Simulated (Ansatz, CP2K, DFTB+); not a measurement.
# CP2K runs on generalised stacking fault on (111) (shuffle set) of a GaAs-GaSb solid solution (48 atoms), part 2 of 2

How do the settings of CP2K change the result for generalised stacking fault on (111) (shuffle set) of a GaAs-GaSb solid solution (48 atoms)? A plane-wave run serves as the yardstick.

Program: CP2K 2026.2; the method stands at each step. Banners, paths, timers and routine set-up lines are dropped from the logs unmarked, and long logs keep their key lines alone; longer cuts are marked.

So far. Step 2 (PBE, DZVP-UZH, 800/60 Ry, diagonalisation): Forces lie 4.3 % from the reference's, at 19 times its CPU time (on 2 against 4 cores). Step 3 (PBE, DZVP-UZH, 400/60 Ry, diagonalisation): Against the first run (4.3 %), the force difference from the reference is 54 %, at 0.93 times the CPU time: the grid matters here.

## (4) PBE, TZVP-MOLOPT (SR for Ga, Sb, As), 800/60 Ry, diagonalisation

Method: Kohn-Sham DFT, PBE, GTH-PBE pseudopotentials, Gaussian and plane waves, TZVP-MOLOPT-GTH, diagonalisation.

File input.inp:

```
&GLOBAL
  PROJECT cell
  RUN_TYPE ENERGY_FORCE
  PRINT_LEVEL LOW
&END GLOBAL
&FORCE_EVAL
  METHOD QS
  STRESS_TENSOR ANALYTICAL
  &DFT
    BASIS_SET_FILE_NAME BASIS_MOLOPT
    BASIS_SET_FILE_NAME BASIS_MOLOPT_UCL
    POTENTIAL_FILE_NAME GTH_POTENTIALS
    &MGRID
      CUTOFF 800
      REL_CUTOFF 60
      NGRIDS 5
    &END MGRID
    &QS
      EPS_DEFAULT 1.0E-12
    &END QS
    &SCF
      SCF_GUESS ATOMIC
      EPS_SCF 1.0E-06
      MAX_SCF 200
      ADDED_MOS 33
      &DIAGONALIZATION
        ALGORITHM STANDARD
      &END DIAGONALIZATION
      &SMEAR ON
        METHOD FERMI_DIRAC
        ELECTRONIC_TEMPERATURE [K] 580
      &END SMEAR
      &MIXING
        METHOD BROYDEN_MIXING
        ALPHA 0.15
        NBROYDEN 8
      &END MIXING
      &PRINT
        &RESTART OFF
        &END RESTART
      &END PRINT
    &END SCF
    &XC
      &XC_FUNCTIONAL PBE
      &END XC_FUNCTIONAL
    &END XC
    &PRINT
      &MULLIKEN ON
      &END MULLIKEN
      &HIRSHFELD ON
        SHAPE_FUNCTION DENSITY
      &END HIRSHFELD
      &MO ON
        EIGENVALUES T
        OCCUPATION_NUMBERS T
        MO_INDEX_RANGE 205 228
        &EACH
          QS_SCF 0
        &END EACH
        ADD_LAST NUMERIC
      &END MO
    &END PRINT
  &END DFT
  &SUBSYS
    &CELL
      A 8.26650 0.00000 0.00000
      B 0.00000 7.15900 0.00000
      C 2.75547 0.00000 20.24871
    &END CELL
    &TOPOLOGY
      COORD_FILE_NAME structure.xyz
      COORD_FILE_FORMAT XYZ
    &END TOPOLOGY
    &KIND Ga
      BASIS_SET TZVP-MOLOPT-SR-GTH-q13
      POTENTIAL GTH-PBE-q13
    &END KIND
    &KIND Sb
      BASIS_SET TZVP-MOLOPT-SR-GTH-q5
      POTENTIAL GTH-PBE-q5
    &END KIND
    &KIND As
      BASIS_SET TZVP-MOLOPT-SR-GTH-q5
      POTENTIAL GTH-PBE-q5
    &END KIND
  &END SUBSYS
  &PRINT
    &FORCES ON
    &END FORCES
    &STRESS_TENSOR ON
    &END STRESS_TENSOR
  &END PRINT
&END FORCE_EVAL
```

File structure.xyz:

```xyz
48

Ga 6.23126 3.53468 18.98620
Sb 6.18486 3.57614 1.30746
Ga 6.20252 5.93481 2.13340
As 6.21144 5.99974 4.64829
Ga 10.31320 3.58759 18.98094
As 2.07993 3.57005 1.24347
Ga 2.08988 5.96760 2.08683
As 2.06185 6.00518 4.64850
Ga 4.12198 0.02284 18.98134
As 4.11961 0.00365 1.27567
Ga 4.16910 2.39970 2.13442
As 4.15143 2.38767 4.66713
Ga 4.08406 4.76825 5.50360
As 4.11651 4.77119 7.98670
Ga 6.19447 1.17536 5.47302
Sb 6.18465 1.19276 8.01727
Ga 6.15949 3.60277 8.88696
Sb 6.22108 3.54063 11.41400
Ga 6.24224 5.98636 12.24500
Sb 6.21415 5.97569 14.75038
[... 24 atom lines left out ...]
Ga 8.28395 4.78250 15.64051
As 8.28791 4.75794 18.09951
Ga 10.32018 1.22648 15.59758
Sb 10.36388 1.15947 18.11409
```

Run with:

```bash
OMP_NUM_THREADS=2 cp2k.psmp -i input.inp > output.txt
```

Numbers of over 12 decimals in the logs are rounded to 6 here.

The log of the run:

```text
CP2K| version string:                                       CP2K version 2026.2
 CP2K| Input file name                                                 input.inp
 GLOBAL| Basis set file name                                        BASIS_MOLOPT
 GLOBAL| Potential file name                                      GTH_POTENTIALS
 GLOBAL| Run type                                                   ENERGY_FORCE
 GLOBAL| Total number of message passing processes                             1
 GLOBAL| Number of threads for this process                                    2
 TOTAL NUMBERS AND MAXIMUM NUMBERS
  Total number of            - Atomic kinds:                                   3
                             - Atoms:                                         48
[... lines left out ...]
                        Smear method:                                FERMI_DIRAC
[... lines left out ...]
 Number of electrons:                                                        432
[... lines left out ...]
  Step     Update method      Time    Convergence         Total energy    Change
[... lines left out ...]
  *** SCF run converged in    18 steps ***
[... lines left out ...]
  Fermi energy:                                                 0.160226
  Total energy:                                             -1933.586704
  Total energy (extrapolated to T->0):                      -1933.583813
[... lines left out ...]
 MO| E(Fermi):            0.160226 a.u.          4.359962 eV
[... lines left out ...]
 !-----------------------------------------------------------------------------!
 !-----------------------------------------------------------------------------!
                           Hirshfeld Charges
  #Atom  Element  Kind  Ref Charge     Population                    Net charge
      1       Ga     1      13.000         12.877                         0.123
      2       Sb     2       5.000          5.062                        -0.062
      3       Ga     1      13.000         12.901                         0.099
[...]
47       Ga     1      13.000         12.882                         0.118
     48       Sb     2       5.000          5.042                        -0.042
  Total Charge                                                           -0.000
 !-----------------------------------------------------------------------------!
 ENERGY| Total FORCE_EVAL ( QS ) energy [hartree]          -1933.586707
 FORCES| Atomic forces [hartree/bohr]
 FORCES|   Atom     x               y               z               |f|
 FORCES|      1  3.39851663E-03  2.22941809E-02  2.19986415E-02   3.15042957E-02
 FORCES|      2  2.07890285E-02  8.95580261E-03 -3.05194364E-02   3.79977118E-02
 FORCES|      3 -2.18530772E-02  1.20644108E-02  1.95444233E-02   3.17031777E-02
[...]
FORCES|     47 -1.89206694E-03 -9.12508680E-03 -2.85228371E-02   3.00066554E-02
 FORCES|     48 -1.49534759E-02  1.56204263E-02  1.47321061E-03   2.16742822E-02
 FORCES| Sum     4.92924057E-04 -4.68370229E-04  1.93305294E-03
 FORCES| Total atomic force                                       2.04915555E-03
 STRESS| Analytical stress tensor [bar]
 STRESS|                        x                   y                   z
 STRESS|      x        1.20653092820E+05  -1.39646499268E+03   1.53614318301E+04
 STRESS|      y       -1.39646499268E+03   2.38412668506E+04  -4.40830361124E+03
 STRESS|      z        1.53614318301E+04  -4.40830361124E+03   3.05300549659E+04
 STRESS| 1/3 Trace                                             5.83414715454E+04
```

Elapsed: 3.8 min, on 2 threads of AMD EPYC 9R45, shared host; peak memory 4.5 GiB.

Compared with the plane-wave run:

```yaml
r_m_s_force_component: 0.7114 eV/Å
r_m_s_difference_of_force_components: 28.55 meV/Å
longest_difference_of_force_vectors: 104.2 meV/Å
force_difference_over_r_m_s_force: 4.113 %
slope_of_forces_against_the_reference_s: 1.025
correlation_of_force_components: 0.9995
pressure: 5.834 GPa
pressure_difference: 0.7242 GPa
```

Against the first run (4.3 %), the force difference from the reference is 4.1 %, at 0.93 times the CPU time, with 1224 basis functions against 912; this set comes with other potentials too, so the change isn't the basis's alone.

The difference per atom is largest on Ga (0.061 eV/Å on average, against 0.022 on Sb).

## (5) PBE+D3, DZVP-UZH, 800/60 Ry, diagonalisation

Method: Kohn-Sham DFT, PBE+D3, GTH-PBE pseudopotentials, Gaussian and plane waves, DZVP-MOLOPT (UZH set), diagonalisation.

Changes to input.inp since step 4:

```diff
@@ -9,5 +9,4 @@
   &DFT
-    BASIS_SET_FILE_NAME BASIS_MOLOPT
-    BASIS_SET_FILE_NAME BASIS_MOLOPT_UCL
-    POTENTIAL_FILE_NAME GTH_POTENTIALS
+    BASIS_SET_FILE_NAME BASIS_MOLOPT_UZH
+    POTENTIAL_FILE_NAME POTENTIAL_UZH
     &MGRID
@@ -45,2 +44,10 @@
       &END XC_FUNCTIONAL
+      &VDW_POTENTIAL
+        POTENTIAL_TYPE PAIR_POTENTIAL
+        &PAIR_POTENTIAL
+          TYPE DFTD3
+          PARAMETER_FILE_NAME dftd3.dat
+          REFERENCE_FUNCTIONAL PBE
+        &END PAIR_POTENTIAL
+      &END VDW_POTENTIAL
     &END XC
@@ -69,8 +76,7 @@
     &END CELL
-    &TOPOLOGY
-      COORD_FILE_NAME structure.xyz
-      COORD_FILE_FORMAT XYZ
-    &END TOPOLOGY
+    &COORD
+[... 48 atom lines left out: the same atoms as in the first run ...]
+    &END COORD
     &KIND Ga
-      BASIS_SET TZVP-MOLOPT-SR-GTH-q13
+      BASIS_SET DZVP-MOLOPT-PBE-GTH-q13
       POTENTIAL GTH-PBE-q13
@@ -78,3 +84,3 @@
     &KIND Sb
-      BASIS_SET TZVP-MOLOPT-SR-GTH-q5
+      BASIS_SET DZVP-MOLOPT-PBE-GTH-q5
       POTENTIAL GTH-PBE-q5
@@ -82,3 +88,3 @@
     &KIND As
-      BASIS_SET TZVP-MOLOPT-SR-GTH-q5
+      BASIS_SET DZVP-MOLOPT-PBE-GTH-q5
       POTENTIAL GTH-PBE-q5
```

The log of the run:

```text
CP2K| version string:                                       CP2K version 2026.2
 CP2K| Input file name                                                 input.inp
 GLOBAL| Basis set file name                                    BASIS_MOLOPT_UZH
 GLOBAL| Potential file name                                       POTENTIAL_UZH
 GLOBAL| Run type                                                   ENERGY_FORCE
 GLOBAL| Total number of message passing processes                             1
 GLOBAL| Number of threads for this process                                    2
[... lines left out ...]
                        Smear method:                                FERMI_DIRAC
[... lines left out ...]
 Number of electrons:                                                        432
[... lines left out ...]
  Step     Update method      Time    Convergence         Total energy    Change
[... lines left out ...]
  *** SCF run converged in    18 steps ***
[... lines left out ...]
  Fermi energy:                                                 0.161089
  Total energy:                                             -1934.128145
  Total energy (extrapolated to T->0):                      -1934.125223
[... lines left out ...]
 MO| E(Fermi):            0.161089 a.u.          4.383468 eV
[... lines left out ...]
     48       Sb     2       5.000          5.039                        -0.039
  Total Charge                                                           -0.000
 !-----------------------------------------------------------------------------!
 ENERGY| Total FORCE_EVAL ( QS ) energy [hartree]          -1934.128152
 FORCES| Atomic forces [hartree/bohr]
 FORCES|   Atom     x               y               z               |f|
 FORCES|      1  3.12484066E-03  2.23909546E-02  2.16697918E-02   3.13161197E-02
 FORCES|      2  2.09133772E-02  9.10385662E-03 -3.02475343E-02   3.78835437E-02
 FORCES|      3 -2.19223789E-02  1.20489117E-02  1.93473051E-02   3.16241235E-02
[...]
FORCES|     47 -1.93519909E-03 -9.01571857E-03 -2.86414478E-02   3.00892125E-02
 FORCES|     48 -1.53552774E-02  1.56177031E-02  1.55270428E-03   2.19569598E-02
 FORCES| Sum     5.10103618E-04 -4.54488136E-04  1.86215992E-03
 FORCES| Total atomic force                                       1.98353340E-03
 STRESS| Analytical stress tensor [bar]
 STRESS|                        x                   y                   z
 STRESS|      x        1.09250962560E+05  -1.54849286420E+03   1.56014962292E+04
 STRESS|      y       -1.54849286420E+03   1.18181723487E+04  -4.43264729415E+03
 STRESS|      z        1.56014962292E+04  -4.43264729415E+03   1.86853391902E+04
 STRESS| 1/3 Trace                                             4.65848246996E+04
```

It took 4.1 min on 2 threads; peak memory 4.5 GiB; 7.5 min of CPU time.

Against the reference:

| Item | Value |
| --- | --- |
| r.m.s. force component | 0.713 eV/Å |
| r.m.s. difference of force components | 30.05 meV/Å |
| longest difference of force vectors | 107.9 meV/Å |
| force difference over r.m.s. force | 4.33 % |
| slope of forces against the reference's | 1.027 |
| correlation of force components | 0.9994 |
| pressure | 4.659 GPa |
| pressure difference | -0.4514 GPa |

Against the first run (4.3 %), the force difference from the reference is 4.3 %, at 1.0 times the CPU time; the model has changed, so this is no error of the program alone.

## (6) The ladder

Differences are against the plane-wave reference, forces as r.m.s. over components; share is that over the reference's r.m.s. force, slope the least-squares factor from reference forces to these. Total energies of different programs have different zeros and aren't compared.

```tsv
run	Δ force, r.m.s. (meV/Å)	share (%)	slope	Δ pressure (GPa)	cores	CPU time	memory (GiB)
reference	-	-	-	-	4	23 s	1.8
CP2K PBE, DZVP-UZH, 800/60 Ry, diagonalisation	29.5	4.25	1.028	0.828	2	7.4 min	4.5
CP2K PBE, DZVP-UZH, 400/60 Ry, diagonalisation (coarse)	372	53.6	1.056	1.52	2	6.9 min	1.9
CP2K PBE, TZVP-MOLOPT (SR for Ga, Sb, As), 800/60 Ry, diagonalisation	28.5	4.11	1.025	0.724	2	6.9 min	4.5
CP2K PBE+D3, DZVP-UZH, 800/60 Ry, diagonalisation	30.0	4.33	1.027	-0.451	2	7.5 min	4.5
```

Rows marked coarse were listed beforehand as settings not expected to be converged; some can still land near the reference.

CPU time is summed over cores on a shared host, where runs went side by side, so it is rough. Symmetry, cutoffs, thresholds, outputs and thread counts weren't matched or tuned between programs; memory under MPI is the largest rank's times the ranks.

Mean charges by element (e), by run and scheme:

```tsv
run	scheme	Ga	Sb	As
reference	Löwdin	-0.07	+0.36	-0.06
CP2K PBE, DZVP-UZH, 800/60 Ry, diagonalisation	Mulliken	-0.03	+0.30	-0.17
CP2K PBE, DZVP-UZH, 800/60 Ry, diagonalisation	Hirshfeld	+0.11	-0.04	-0.16
CP2K PBE, TZVP-MOLOPT (SR for Ga, Sb, As), 800/60 Ry, diagonalisation	Mulliken	-0.27	+0.38	+0.19
CP2K PBE, TZVP-MOLOPT (SR for Ga, Sb, As), 800/60 Ry, diagonalisation	Hirshfeld	+0.11	-0.05	-0.16
CP2K PBE+D3, DZVP-UZH, 800/60 Ry, diagonalisation	Mulliken	-0.03	+0.30	-0.17
CP2K PBE+D3, DZVP-UZH, 800/60 Ry, diagonalisation	Hirshfeld	+0.11	-0.04	-0.16
```

The reference's Löwdin charges lack the electrons that the projection spills, 0.022 e an atom on average.

Within one program, basis, potentials and functional, energies share a zero. Each run against its twin at the usual cutoff or grid and solver:

```tsv
run	twin	Δ energy (meV/atom)	Δ force, r.m.s. (meV/Å)	CPU time over the twin's
CP2K PBE, DZVP-UZH, 400/60 Ry, diagonalisation	DZVP-UZH, 800/60 Ry, diagonalisation	-18.2	375	0.93
```

## (7) What came out

- nearest in forces: CP2K PBE, TZVP-MOLOPT (SR for Ga, Sb, As), 800/60 Ry, diagonalisation, 4.1 %
- its CPU time: 6.9 min

What this shows: The PBE runs in local orbitals, coarse settings apart, differ by 4.1 % (CP2K PBE, TZVP-MOLOPT (SR for Ga, Sb, As), 800/60 Ry, diagonalisation) to 4.3 % (CP2K PBE, DZVP-UZH, 800/60 Ry, diagonalisation); basis, grid and potentials can all enter. Rows with another functional or a dispersion term differ by 4.3 % (CP2K PBE+D3, DZVP-UZH, 800/60 Ry, diagonalisation), which mixes the change of model with differences of basis and potentials. Runs with settings chosen to be coarse differ by 54 % (CP2K PBE, DZVP-UZH, 400/60 Ry, diagonalisation), their programs' other errors included. None of the electronic-structure runs in the table takes under half the reference's CPU time of 23 s; they take 18 to 19 times as much. In pressure, CP2K PBE, DZVP-UZH, 400/60 Ry, diagonalisation misses by +1.5 GPa, at the same functional. Charges hang on scheme and program or settings: among these rows the mean for Ga runs from -0.27 to +0.11 e, even in sign. The potentials hold different valence shells: 672 electrons in the reference, 432 in CP2K with TZVP-MOLOPT; this bears on time and differences. The reference's stress is far from hydrostatic: its diagonal is 11.2, 1.7, 2.4 GPa, compression counted positive. The host structure and its lattice constant were typed by rule, without a check against the phase diagram. The reference's pressure of 5.1 GPa belongs to a cell and atoms that aren't relaxed at this level. The electronic-structure runs sample only Γ, in a cell whose shortest periodic width is 7 Å, which is coarse for a cell with partly filled levels. Spin–orbit coupling is left out, which matters for the levels of the heavy elements.

[Also dropped from logs without a mark: logging warnings of Python, and SIESTA's first energy breakdown and zero terms.]

[Logs are printed without paths, hosts, clocks, repeated set-up lines and the standing remarks that a program may print on its own settings, such as how far it seeks lower states.]

[Hosts, paths, dates, database ids (printed as entryN), source tags and the programs' standing remarks are cut or masked in the printed files.]
